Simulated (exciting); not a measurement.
The Se K edge of atom 3 in LuTlSe2, space group R-3m, with 3 Lu at 2.82 Å and 3 Tl at 3.31 Å (distorted octahedral, site symmetry 3m), was computed at 2 levels: exchange and screened direct term (singlet BSE) and independent particles. Common settings: exciting, all-electron LAPW+lo, LDA, 3×3×3 shifted k points, 43 conduction bands, |G+q| up to 3 bohr⁻¹, full RPA screening with nempty = 75, Lorentzian half width 1.17 eV.

Energy from the Kohn–Sham onset, core level to the lowest empty state found on the meshes used; all runs on one relative scale:

| E (eV) | run 1 | run 2 |
| --- | --- | --- |
| -8.5 | 0.03 | 0.04 |
| -8.0 | 0.03 | 0.05 |
| -7.5 | 0.03 | 0.05 |
| -7.0 | 0.04 | 0.06 |
| -6.5 | 0.04 | 0.06 |
| -6.0 | 0.04 | 0.07 |
| -5.5 | 0.05 | 0.08 |
| -5.0 | 0.05 | 0.09 |
| -4.5 | 0.06 | 0.10 |
| -4.0 | 0.07 | 0.12 |
| -3.5 | 0.08 | 0.14 |
| -3.0 | 0.09 | 0.17 |
| -2.5 | 0.11 | 0.21 |
| -2.0 | 0.13 | 0.27 |
| -1.5 | 0.16 | 0.36 |
| -1.0 | 0.20 | 0.50 |
| -0.5 | 0.27 | 0.68 |
| 0.0 | 0.37 | 0.85 |
| 0.5 | 0.47 | 0.98 |
| 1.0 | 0.56 | 1.09 |
| 1.5 | 0.64 | 1.21 |
| 2.0 | 0.72 | 1.29 |
| 2.5 | 0.77 | 1.36 |
| 3.0 | 0.81 | 1.46 |
| 3.5 | 0.84 | 1.58 |
| 4.0 | 0.95 | 1.59 |
| 4.5 | 1.13 | 1.45 |
| 5.0 | 1.30 | 1.27 |
| 5.5 | 1.36 | 1.10 |
| 6.0 | 1.32 | 0.97 |
| 6.5 | 1.20 | 0.86 |
| 7.0 | 1.06 | 0.79 |
| 7.5 | 0.95 | 0.76 |
| 8.0 | 0.89 | 0.76 |
| 8.5 | 0.85 | 0.76 |
| 9.0 | 0.83 | 0.74 |
| 9.5 | 0.80 | 0.72 |
| 10.0 | 0.78 | 0.71 |
| 10.5 | 0.76 | 0.70 |
| 11.0 | 0.75 | 0.69 |
| 11.5 | 0.74 | 0.69 |
| 12.0 | 0.73 | 0.70 |
| 12.5 | 0.75 | 0.69 |
| 13.0 | 0.76 | 0.68 |
| 13.5 | 0.77 | 0.66 |
| 14.0 | 0.76 | 0.65 |
| 14.5 | 0.76 | 0.64 |
| 15.0 | 0.77 | 0.64 |
| 15.5 | 0.77 | 0.64 |
| 16.0 | 0.77 | 0.63 |
| 16.5 | 0.76 | 0.64 |
| 17.0 | 0.77 | 0.64 |
| 17.5 | 0.80 | 0.65 |
| 18.0 | 0.82 | 0.62 |
| 18.5 | 0.83 | 0.59 |
| 19.0 | 0.80 | 0.55 |
| 19.5 | 0.76 | 0.52 |

**Question.** Which run is which, and why?

Run 1: independent particles; highest local maximum in the window at 5.5 eV. Run 2: exchange and screened direct term (singlet BSE); highest local maximum in the window at 3.8 eV. The attractive direct term pulls weight down: the curves pass 0.24 at -0.6 and -2.1 eV in the order of the runs. Fine structure above the first lines is partly noise of the 27-point mesh.

[Hosts, paths, dates, database ids (printed as entryN), source tags and the programs' standing remarks are cut or masked in the printed files.]
